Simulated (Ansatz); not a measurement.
# How BN absorbs and reflects light

Aim: the dielectric function of BN, and the optical constants that follow from it. The cell comes from an older database entry, whose edges can differ from later determinations, mostly by under a per cent.

Main program and level: Ansatz 0.2.0; DFT, PBE, plane-wave PAW, default files, scalar-relativistic, independent-particle optical response without local fields.

The database entry behind the starting cell has ideal inner coordinates that were not refined, so it need not match the best structure at ambient conditions.

## Step 1: The structure

Symmetry: P6_3mc, No. 186, hexagonal system. Conventional cell: a = 2.536 Å, b = 2.536 Å, c = 4.199 Å, α = 90.00°, β = 90.00°, γ = 120.00°. N has 4 B at 1.56 to 1.57 Å nearest. Nearest to B lie 4 N at 1.56 to 1.57 Å. Farther neighbours and most contacts between anions are not listed.

## Step 2: Ground state and bands

First the ground state: is it a metal or has it a gap?

This step: DFT, PBE, plane-wave PAW, default files, scalar-relativistic, ground state (Ansatz 0.2.0).

The input, input.yaml:

```yaml
crystal:
  lattice:
    - [2.536, 0.0, 0.0]
    - [-1.268, 2.196240424, 0.0]
    - [0.0, 0.0, 4.199]
  atoms:
    - { symbol: "N", position: [0.3333333333, 0.6666666667, 0.875] }
    - { symbol: "N", position: [0.6666666667, 0.3333333333, 0.375] }
    - { symbol: B, position: [0.3333333333, 0.6666666667, 0.5] }
    - { symbol: B, position: [0.6666666667, 0.3333333333, 0.0] }
kpoints:
  mp_grid: { grid: [11, 11, 6] }
  band_path:
    path:
      - [[0.0, 0.0, 0.0], [0.5, 0.0, 0.0], [0.33333333, 0.33333333, 0.0], [0.0, 0.0, 0.0], [0.0, 0.0, 0.5], [0.5, 0.0, 0.5], [0.33333333, 0.33333333, 0.5], [0.0, 0.0, 0.5]]
      - [[0.5, 0.0, 0.5], [0.5, 0.0, 0.0]]
      - [[0.33333333, 0.33333333, 0.0], [0.33333333, 0.33333333, 0.5]]
    npoints: 5
scf:
  occupations: { method: fermi_dirac, width: 0.05 }
  n_extra_bands: 8
hamiltonian:
  xc: pbe
  pseudopotentials: { kind: paw }
output:
  forces: true
  stress: true
  populations: true
  write_bands: true
```

Started as:

```console
ansatz run input.yaml --threads 4 --pin off --max-ram 8192MiB --backend cpu --events-out ev --progress --plain --runs-dir out
```

Numbers of over 12 decimals in the logs are rounded to 6 here.

Log:

```text
scf.n_extra_bands = 8 over 8 filled bands (N_el = 16.0): the run solves 16 bands
Engine: ansatz 0.2.0, x86_64-unknown-linux-gnu
Pseudopotentials: kind: paw
Pseudopotential: N, paw, valence charge 5, recommended cutoff 420 eV (normal), N.paw.azcp
Pseudopotential: B, paw, valence charge 3, recommended cutoff 420 eV (normal), B.paw.azcp
Functional definition: PBE
  parameter kappa = 0.804
  parameter beta = 0.066725
  exchange = pbe_x(kappa = kappa, mu = beta*pi^2/3)
  correlation = pbe_c(beta = beta)
Crystal: 4 atoms, lattice volume = 23.387 Å³
Basis set: ecut = 420 eV, 465 PW (Γ), exchange–correlation on 36×36×60 points (8 copies of the dense FFT grid, shifted against one another)
Bands: 16, of which v1, the nominal top of the filled ones, is band 8 counted from 1 (7 counted from 0)
Symmetry: 12 space group operations
Space group: P63mc (ITA 186), of the structure as read, at distance tolerance 2.9e-5 Å
k-points: 64 of 726 (time reversal used)
Non-local potential: N, projectors of the file, l = 0: 2, l = 1: 2, l = 2: 1
Non-local potential: B, projectors of the file, l = 0: 2, l = 1: 2, l = 2: 1
PAW form: soft (Blöchl's): semilocal exchange-correlation on the pseudo side does not see the compensation charge
PAW one-centre angular grid: N, 110 points (default); XC on 64 Gauss nodes
PAW one-centre angular grid: B, 110 points (default); XC on 64 Gauss nodes
Initial density: superposition of atomic densities (neutral atoms: chi_scale 0, normalization atom), corrected by the library's trained network
Initial wavefunctions: pseudopotential atomic-orbital guess
Functional: x = pbe(κ = 0.804, μ = 0.219515), c = pbe(β = 0.066725)
SCF iter   1: F=—  HF=-1084.470348 eV  |F-HF|=—  |Δ(HF+E_count)|=         —  Δρ=3.03e-3  dr2=1.10e-3  ethr=1.77e-3  ⟨swp⟩=4.8  Hψ=4781  notcnv=0  defer=43
preconditioner: auto → none  [insulator: Δε(μ)=5.370 eV  Ē_g=20.199 eV  σ=0.050 eV  W_gap=1.00  n_scr=2 (ndim 8)  ℏωp=30.7 eV  f_vac=0.000  D(μ)=0.00/eV (n_scr^D=0)  ε∞_Penn≈3.3]
SCF iter   2: F=—  HF=-1084.470612 eV  |F-HF|=—  |Δ(HF+E_count)|=   2.64e-4  Δρ=1.20e-3  dr2=1.43e-4  ethr=6.89e-6  ⟨swp⟩=2.5  Hψ=2061  notcnv=0  defer=93
SCF iter   3: F=—  HF=-1084.470770 eV  |F-HF|=—  |Δ(HF+E_count)|=   1.58e-4  Δρ=1.72e-4  dr2=2.32e-6  ethr=8.94e-7  ⟨swp⟩=2.3  Hψ=1385  notcnv=0  defer=93
SCF iter   4: F=—  HF=-1084.470778 eV  |F-HF|=—  |Δ(HF+E_count)|=   8.29e-6  Δρ=2.33e-5  dr2=6.02e-8  ethr=1.45e-8  ⟨swp⟩=2.0  Hψ=1368  notcnv=0  defer=93
iter 5 did not close the SCF: its close was put off for the readings that it lacked (scf_convergence_deferred on its scf_iter line)
SCF iter   5: F=-1084.470778 eV  HF=-1084.470778 eV  |F-HF|=1.94e-9  |Δ(HF+E_count)|=   9.10e-8  Δρ=3.73e-6  dr2=1.60e-9  ethr=3.76e-10  ⟨swp⟩=2.2  Hψ=1332  notcnv=0  defer=93
SCF iter   6: F=-1084.470778 eV  HF=-1084.470778 eV  |F-HF|=1.48e-11  |Δ(HF+E_count)|=   2.23e-9  Δρ=5.29e-7  dr2=3.27e-11  ethr=9.99e-12  ⟨swp⟩=5.0  Hψ=3872  notcnv=0
SCF 1 converged in 6 iterations: F = -1084.470778 eV  dr2 = 3.27e-11
  greatest PAW one-centre occupation: 0.789 electrons in one spin orbital (limit 2), on the N atom at site 1 (counted from 0), in its partial waves of l = 0
NSCF: frozen V_eff on 48 k-points
SCF converged after 6 iterations
Free energy (F): -1084.470778 eV
Harris-Foulkes:  -1084.470778 eV  (|F-HF|=1.48e-11)
Internal energy: -1084.470778 eV  (E = F + TS)
E sigma→0 (E₀):  -1084.470778 eV
Fermi energy:    14.163899 eV
--- Per-component energies (eV) ---
  E_band       = 54.695431
  E_kinetic    = 372.608352
  E_local      = -350.527897  (includes V_loc(G=0)·N_el)
  E_nonlocal   = 113.399443
  E_hartree    = 98.591940
  E_xc         = -187.254670
  E_vxc        = -232.937535  (∫ρ·V_xc dr)
  E_paw        = -413.031780  (= ΣΔE_a)
  E_vpaw       = -45.031011  (= ΣTr[D̂ρ^β])
  E_aug_tail   = 0.000204  (compensation charges beyond the density's cutoff)
  E_ewald      = -718.256371
  E_smearing   = -0.000000  (= −TS)
  E_closure    = -0.000000  (closes the sum)
  Σ components = -1084.470778   (vs F -1084.470778, Δ=0.00e0)
--- Forces (eV/Å), atoms counted from 1 ---
  atom   1  N      0.00000000     0.00000000    -0.05540324
  atom   2  N      0.00000000    -0.00000000    -0.05540324
  atom   3  B      0.00000000    -0.00000000     0.05539890
  atom   4  B      0.00000000     0.00000000     0.05539890
  max |Σ_I F_I| component: 8.66e-6 eV/Å
--- Stress (GPa, compression-positive) ---
        8.362088       0.000000       0.000000
       -0.000000       8.362088       0.000000
       -0.000000       0.000000       7.215321
  P = ⅓ Tr σ = 7.9798 GPa (79.798 kbar)
--- Band table (eV; the first three rows and the last of 64) ---
  k-point 0: bands = [... 4 lower, 9.3605, 11.2472, 11.4939, 11.4939, 19.9482, 19.9482, 20.1246, 21.1760, ... 4 higher]
  k-point 1: bands = [... 4 lower, 9.4785, 10.3398, 11.3168, 11.3168, 20.1480, 20.1480, 20.5056, 21.1679, ... 4 higher]
  k-point 2: bands = [... 4 lower, 9.8153, 9.8153, 10.8671, 10.8671, 20.7040, 20.7040, 20.9629, 21.1476, ... 4 higher]
  k-point 63: bands = [... 4 lower, 4.0825, 4.0825, 8.4169, 8.4169, 20.5853, 20.5853, 22.0865, 22.0865, ... 4 higher]
--- Löwdin populations: 4 sites ---
  site symbol       q [e]
     0      N      5.2878
     1      N      5.2878
     2      B      2.6830
     3      B      2.6830
  spilling = 0.003647 (of n_electrons = 16.000000)
```

The job ended after 6.8 s (4 threads of Intel Xeon at 2.50GHz (Skylake/Cascade Lake), shared host; peak memory 0.34 GiB).

The column dr2 measures how far the density is from self-consistency, as an energy; F and HF (Harris–Foulkes) agree once it is small.

Numbers from this step:

* free energy: -1084.4708 eV
* Fermi energy: 14.16 eV
* gap by band count: 5.389 eV
* electrons: 16
* symmetry operations: 12
* pressure: 7.980 GPa
* gap on the k-mesh: 5.389 eV
* volume: 23.39 Å³
* gap on the path: 5.218 eV
* least direct gap on the path: 8.355 eV

There is a gap, 5.22 eV on the path, so no carriers' term is needed. The cell is left with a pressure of 8.0 GPa and forces up to 0.06 eV/Å, as it stands unrelaxed at this level.

The electronic bands at the labelled points (eV, zero at the Fermi level; v1 is the highest filled band, c1 the lowest empty one):

```
          point      v4      v3     v2     v1    c1     c2     c3     c4
              Γ   -4.80   -2.92  -2.67  -2.67  5.78   5.78   5.96   7.01
0.40 of the way   -6.07   -5.36  -3.79  -3.49  4.96   6.73   7.14   8.41
              M   -9.62   -7.70  -7.11  -4.81  4.11   5.35   8.05   8.95
0.40 of the way   -9.38   -8.77  -7.21  -5.85  4.20   5.93   8.69  10.24
              K   -9.92   -8.18  -8.12  -8.12  2.55  10.89  10.89  11.32
0.60 of the way   -7.25   -5.43  -4.14  -4.03  5.86   6.24   7.19   8.84
              Γ   -4.80   -2.92  -2.67  -2.67  5.78   5.78   5.96   7.01
0.40 of the way   -4.63   -4.18  -2.92  -2.92  6.07   6.07   6.46   7.00
              A   -3.85   -3.85  -3.85  -3.85  6.94   6.94   7.34   7.34
0.40 of the way   -6.38   -6.38  -4.95  -4.95  5.80   5.80   8.64   8.64
              L   -6.47   -6.47  -6.26  -6.26  3.98   3.98   7.45   7.45
0.40 of the way   -7.92   -7.92  -5.93  -5.93  5.00   5.00   8.14   8.14
              H  -10.49  -10.49  -5.72  -5.72  6.72   6.72   7.58   7.58
0.40 of the way   -7.69   -7.69  -6.24  -6.24  6.12   6.12   8.61   8.61
              A   -3.85   -3.85  -3.85  -3.85  6.94   6.94   7.34   7.34
      jump to L   -6.47   -6.47  -6.26  -6.26  3.98   3.98   7.45   7.45
0.60 of the way   -8.61   -7.49  -6.41  -5.18  4.21   4.50   8.69   8.79
              M   -9.62   -7.70  -7.11  -4.81  4.11   5.35   8.05   8.95
      jump to K   -9.92   -8.18  -8.12  -8.12  2.55  10.89  10.89  11.32
0.40 of the way  -10.70   -8.74  -7.10  -7.10  3.59   8.91   8.91  10.85
              H  -10.49  -10.49  -5.72  -5.72  6.72   6.72   7.58   7.58
```

## Step 3: Spectrum

With the density converged, the vertical transitions are summed over the zone.

This step: DFT, PBE, plane-wave PAW, default files, scalar-relativistic, independent-particle optical response without local fields (Ansatz 0.2.0).

input.yaml, the sections that differ from step 2:

```yaml
kpoints:
  mp_grid: { grid: [11, 11, 6] }
scf:
  occupations: { method: fixed }
output:
  optics:
    e_range: [0, 14]
    de: 0.05
    sigma: 0.1
    nscf_kmesh: { grid: [12, 12, 5] }
    bands: { spectra_wanted_up_to: 14 }
# crystal, hamiltonian: as in step 2
```

Log:

```text
[...]
Crystal: 4 atoms, lattice volume = 23.387 Å³
Basis set: ecut = 420 eV, 465 PW (Γ)
Bands: 12, of which v1, the nominal top of the filled ones, is band 8 counted from 1 (7 counted from 0)
[... 1 set-up line as in the run before ...]
[...]
k-points: 64 of 726 (time reversal used)
[...]
SCF iter   1: F=—  HF=-1084.470405 eV  |F-HF|=—  |Δ(HF+E_count)|=         —  Δρ=2.98e-3  dr2=1.07e-3  ethr=1.77e-3  ⟨swp⟩=4.7  Hψ=3647  notcnv=0  defer=101
[...]
SCF iter   7: F=-1084.470766 eV  HF=-1084.470766 eV  |F-HF|=1.36e-12  |Δ(HF+E_count)|=  3.21e-10  Δρ=9.18e-8  dr2=6.12e-13  ethr=1.00e-12  ⟨swp⟩=4.4  Hψ=3060  notcnv=0
SCF 1 converged in 7 iterations: F = -1084.470766 eV  dr2 = 6.12e-13
[...]
NSCF: frozen V_eff on 57 k-points
[...]
output.optics: what the bands over the 19 summed would add to eps1, eps2 and the energy-loss function is held between a lower and an upper bound (5 Lanczos steps). eps1, eps2 and their loss function (loss_summed_bands) are given on every row as the summed bands alone make them. Along an axis, on a row where the two bounds hold the loss function to about 1 % of the greater of itself and 0.5 % of |1/eps|, its cell (loss_completed) is given, with the completed eps1 and eps2 that it is formed of (a cell that is left empty reads nan in the table and null in the record). The two bounds hold it so along every axis on all 281 rows up to 14.000 eV. [rest of the remark cut]
SCF converged after 7 iterations
Free energy (F): -1084.470766 eV
[...]
Internal energy: -1084.470766 eV  (E = F + TS)
E sigma→0 (E₀):  -1084.470766 eV
Fermi energy:    11.493928 eV
[...]
--- Band table (eV; the first three rows and the last of 64) ---
  k-point 0: bands = [... 4 lower, 9.3605, 11.2472, 11.4939, 11.4939, 19.9482, 19.9482, 20.1246, 21.1760]
  k-point 1: bands = [... 4 lower, 9.4785, 10.3398, 11.3168, 11.3168, 20.1480, 20.1480, 20.5056, 21.1679]
  k-point 2: bands = [... 4 lower, 9.8153, 9.8153, 10.8671, 10.8671, 20.7040, 20.7040, 20.9629, 21.1477]
  k-point 63: bands = [... 4 lower, 4.0825, 4.0825, 8.4169, 8.4169, 20.5853, 20.5853, 22.0865, 22.0865]
```

It took 51 s on 4 threads; peak memory 0.55 GiB; 1.8 min of CPU time.

Numbers from this step:

```
electronic dielectric constant ε∞, mean over x, y and z (by symmetry where fewer were run) : 4.707
absorption onset, first axis (α over 10⁴ cm⁻¹, or the direct gap if that lies higher)      : 8.508 eV
main peak of Im epsilon, first axis                                                        : 10.77 eV
least direct gap on the mesh                                                               : 8.361 eV
bands summed                                                                               : 19
spectra valid up to                                                                        : 21.49 eV
program's estimate of the k-sum error in Im epsilon                                        : 0.06 %
electrons in the f-sum                                                                     : 11.71
```

The Im ε by photon energy; read off at these points:

| photon energy (eV) | E ∥ x or y | E ∥ z |
| --- | --- | --- |
| 8.250 | 7.4e-4 | 3.2e-4 |
| 8.500 | 0.0598 | 0.297 |
| 8.750 | 0.389 | 1.77 |
| 9.000 | 0.608 | 2.61 |
| 9.250 | 0.948 | 3.72 |
| 9.500 | 1.62 | 5.30 |
| 9.750 | 2.50 | 8.51 |
| 10.000 | 3.79 | 10.1 |
| 10.250 | 8.20 | 13.1 |
| 10.500 | 10.1 | 14.0 |
| 10.650 | 16.5 | 15.6 |
| 10.750 | 18.6 | 15.3 |
| 11.000 | 15.9 | 14.7 |
| 11.250 | 13.1 | 12.1 |
| 11.500 | 12.8 | 9.87 |
| 11.750 | 14.2 | 9.10 |
| 11.800 | 14.3 | 9.01 |
| 12.000 | 12.9 | 8.56 |
| 12.250 | 10.9 | 8.11 |
| 12.500 | 9.33 | 7.52 |
| 12.750 | 8.32 | 7.74 |
| 13.000 | 7.73 | 8.31 |
| 13.250 | 7.76 | 8.81 |
| 13.500 | 8.16 | 9.98 |
| 13.750 | 8.69 | 9.42 |
| 14.000 | 8.08 | 8.23 |

The Re ε by photon energy:

```
photon energy (eV)  E ∥ x or y   E ∥ z
               0.0        4.65    4.82
               0.5        4.66    4.83
               1.0        4.67    4.85
               1.5        4.70    4.88
               2.0        4.74    4.93
               2.5        4.80    4.99
               3.0        4.87    5.07
               3.5        4.96    5.17
               4.0        5.06    5.29
               4.5        5.19    5.44
               5.0        5.35    5.62
               5.5        5.54    5.85
               6.0        5.77    6.13
               6.5        6.05    6.49
               7.0        6.42    6.96
               7.5        6.89    7.61
               8.0        7.55    8.60
               8.5        8.64    10.8
               9.0        9.91    12.1
               9.5        12.0    13.8
              10.0        15.3    13.3
              10.5        16.3    9.85
              11.0        4.75    2.21
              11.5        4.15   0.122
              12.0      -0.127   0.473
              12.5       -1.29   0.736
              13.0      -0.542    1.09
              13.5      -0.136  -0.103
              14.0       -1.78   -3.10
```

The reflectivity at normal incidence has structure finer than the step of the table below, so its rows give means over 0.5 eV, whole bins alone (the curve runs from 0 to 14 eV). Peaks (eV: height): E ∥ x or y 10.75: 47.3, 12.05: 46.7; E ∥ z 11.05: 46.3.

The reflectivity at normal incidence by photon energy; means over each step:

| photon energy (eV) | E ∥ x or y (%) | E ∥ z (%) |
| --- | --- | --- |
| 0.5 | 13.4 | 14.0 |
| 1.0 | 13.5 | 14.1 |
| 1.5 | 13.6 | 14.2 |
| 2.0 | 13.7 | 14.3 |
| 2.5 | 13.9 | 14.6 |
| 3.0 | 14.2 | 14.8 |
| 3.5 | 14.4 | 15.1 |
| 4.0 | 14.8 | 15.5 |
| 4.5 | 15.2 | 16.0 |
| 5.0 | 15.7 | 16.6 |
| 5.5 | 16.3 | 17.2 |
| 6.0 | 17.0 | 18.0 |
| 6.5 | 17.8 | 19.0 |
| 7.0 | 18.8 | 20.3 |
| 7.5 | 20.1 | 21.9 |
| 8.0 | 21.8 | 24.2 |
| 8.5 | 24.2 | 28.2 |
| 9.0 | 26.9 | 31.3 |
| 9.5 | 30.6 | 35.4 |
| 10.0 | 36.0 | 39.4 |
| 10.5 | 42.3 | 42.4 |
| 11.0 | 45.3 | 45.7 |
| 11.5 | 42.4 | 42.0 |
| 12.0 | 46.4 | 38.5 |
| 12.5 | 44.1 | 35.7 |
| 13.0 | 39.6 | 36.4 |
| 13.5 | 39.3 | 42.3 |

Refractive index n and extinction k against photon energy:

```
photon energy (eV)  n, E ∥ x or y  k, E ∥ x or y  n, E ∥ z  k, E ∥ z
                 0           2.16              0      2.20         0
                 1           2.16              0      2.20         0
                 2           2.18              0      2.22         0
                 3           2.21              0      2.25         0
                 4           2.25              0      2.30         0
                 5           2.31              0      2.37         0
                 6           2.40              0      2.48         0
                 7           2.53              0      2.64         0
                 8           2.75              0      2.93         0
                 9           3.15         0.0965      3.50     0.373
                10           3.94          0.481      3.87      1.30
                11           3.27           2.44      2.93      2.52
                12           2.53           2.55      2.13      2.01
                13           1.90           2.04      2.18      1.91
                14           1.80           2.24      1.69      2.44
```

Values under 1 per cm are given as 1. The absorption coefficient by photon energy:

```csv
photon energy (eV),E ∥ x or y (1/cm),E ∥ z (1/cm)
0.000,1,1
0.500,1,1
1.000,1,1
1.500,1,1
2.000,1,1
2.500,1,1
3.000,1,1
3.500,1,1
4.000,1,1
4.500,1,1
5.000,1,1
5.500,1,1
6.000,1,1
6.500,1,1
7.000,1,1
7.500,1,1
8.000,1,1
8.500,8758,38865
9.000,88072,3.4e5
9.500,2.2e5,6.8e5
10.000,4.9e5,1.3e6
10.500,1.3e6,2.0e6
11.000,2.7e6,2.8e6
11.500,2.5e6,2.6e6
12.000,3.1e6,2.4e6
12.500,2.9e6,2.3e6
13.000,2.7e6,2.5e6
13.500,2.8e6,3.1e6
14.000,3.2e6,3.5e6
```

Optical constants at common wavelengths, from n + ik = √ε:

```csv
wavelength (nm),n xy,k xy,R (%) xy,1/α xy,n z,k z,R (%) z,1/α z
1550,2.16,0.000,13.5,over 1 mm,2.20,0.000,14.0,over 1 mm
800,2.17,0.000,13.6,over 1 mm,2.21,0.000,14.2,over 1 mm
633,2.18,0.000,13.7,over 1 mm,2.22,0.000,14.3,over 1 mm
450,2.20,0.000,14.0,over 1 mm,2.24,0.000,14.7,over 1 mm
365,2.22,0.000,14.4,over 1 mm,2.27,0.000,15.1,over 1 mm
308,2.25,0.000,14.8,over 1 mm,2.30,0.000,15.5,over 1 mm
193,2.45,0.000,17.7,over 1 mm,2.54,0.000,18.9,over 1 mm
```

Through 1 µm of it, D65 light comes out colourless, dimmed by reflection (x = 0.313, y = 0.330; 75 % transmitted).

At 1064 nm the birefringence n(z) − n(x) is +0.040: the crystal is uniaxial positive at this level.

The f-sum over the summed bands holds 11.7 of the cell's 16 electrons outside the frozen cores, 4 of which lie in bands more than 12 eV below the Fermi level, whose transitions come at higher energies. Up to 14 eV the strength has a mean oscillator energy of 11.7 eV, and these transitions give 68 % of ε∞ − 1 along x; the rest comes from higher ones.

## Step 4: Outcome

```yaml
gap_on_the_path: 5.22 eV
least_direct_gap_on_the_path: 8.35 eV
electronic_dielectric_constant_eps_infinity_mean_over_x_y_and_z_by_symmetry_where_fewer_were_run_independent_particles: 4.71
absorption_onset_first_axis_alpha_over_1e4_cm_minus1_or_the_direct_gap_if_that_lies_higher: 8.51 eV
main_peak_of_im_epsilon_first_axis: 10.8 eV
```

In words: At this level (PBE, independent particles) BN has a mean ε∞ = 4.71 and n = 2.16 at 1550 nm (E ∥ x); absorption sets in near 8.5 eV, and Im ε peaks at 10.8 eV (E ∥ x). The gap is indirect (5.22 eV), so absorption without phonons can begin only at the direct gap of 8.35 eV. The absorption coefficient passes 10⁴ cm⁻¹ at 8.51 eV, in the ultraviolet, so the visible is passed. Distinct maxima of Im ε, read by a parabola through the highest points, lie at 10.77 eV (19) and 11.79 eV (14) for E ∥ x or y. The static values by axis are 4.65 (xy), 4.82 (z). The f-sum over the summed bands holds 11.7 of the cell's 16 electrons outside the frozen cores, 4 of which lie in bands more than 12 eV below the Fermi level, whose transitions come at higher energies. Up to 14 eV the strength has a mean oscillator energy of 11.7 eV, and these transitions give 68 % of ε∞ − 1 along x; the rest comes from higher ones. Through 1 µm of it, D65 light comes out colourless, dimmed by reflection (x = 0.313, y = 0.330; 75 % transmitted). At 1064 nm the birefringence n(z) − n(x) is +0.040: the crystal is uniaxial positive at this level. Excitons and phonon-assisted transitions are missing, and so are local fields; PBE gaps are as a rule too small, which pulls the onset down and ε∞ up. In the base run ε includes the program's bounded estimate of what the bands above those summed add.

[Logs are printed without paths, hosts, clocks, repeated set-up lines and the standing remarks that a program may print on its own settings, such as how far it seeks lower states.]

[Hosts, paths, dates, database ids (printed as entryN), source tags and the programs' standing remarks are cut or masked in the printed files.]
